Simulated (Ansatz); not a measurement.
# Gap against strain: armchair SiC nanoribbon (N = 7, H edges)

How it was computed: Ansatz 0.2.0, plane waves with PAW datasets, PBE, Fermi-Dirac smearing of 0.05 eV, no spin-orbit coupling. The period is scaled from its relaxed value of 5.389 Å and the atoms relax, within the symmetry of the start, at each strain ε (in %); gaps, in eV, are read on a band path.

```
period (Å)  energy (eV a cell)  place of the conduction minimum (Γ = 0, Z = 1)   ε    gap
     5.173              +0.401                                            1.00  −4  2.457
     5.389               0.000                                            0.00   0  2.359
     5.497              +0.097                                            0.00   2   2.27
     5.604              +0.379                                            0.00   4  2.171
     5.712              +0.838                                            0.00   6  2.066
```

One run is withheld: period (Å) = 5.281, with ε = −2. Fit a straight line gap = a + b × ε to the 5 rows shown and predict it.

**Fit.** The means are 1.6 for ε and 2.265 for gap. The sum of products of deviations is −2.324 and the sum of squares in ε is 59.2, so b = −2.324 / 59.2 = −0.03925 and a = 2.265 − (−0.03925) × 1.6 = 2.327. The residuals' standard deviation, with 3 degrees of freedom, is σ = 0.031.

**Prediction.** gap = 2.327 + (−0.03925) × −2 = 2.406. The run gave 2.448, so the prediction less the run is −0.042. The standard error of a prediction there, σ√(1 + 1/5 + (−2 − 1.6)²/59.2), is 0.036, and the miss is 1.2 times that, for a point between the fitted rows. With so few rows σ is itself uncertain.

The gap narrows at every step from compression to tension. The conduction minimum changes its place within the series, which a single slope can't follow.

Caveats: Kohn-Sham gaps of a wire among periodic images, which in a check on one flat ribbon (7 Å apart) lowered the gap by 0.2 eV and flattened the slope; the slope b × 100 is a mean deformation potential of the gap, in eV per unit strain. Between neighbouring runs it lies between −5.2 and −0.4 eV, so a bend, a kink or scatter between runs makes one line a rough account. The unstrained row comes from a denser mesh than the others, which shifts its energy a little. Series of this kind are told only where this holds: a gap at every strain (compound wires with polar facets were set aside first). 88 of 101 did.

[Logs are printed without paths, hosts, clocks, repeated set-up lines and the standing remarks that a program may print on its own settings, such as how far it seeks lower states.]
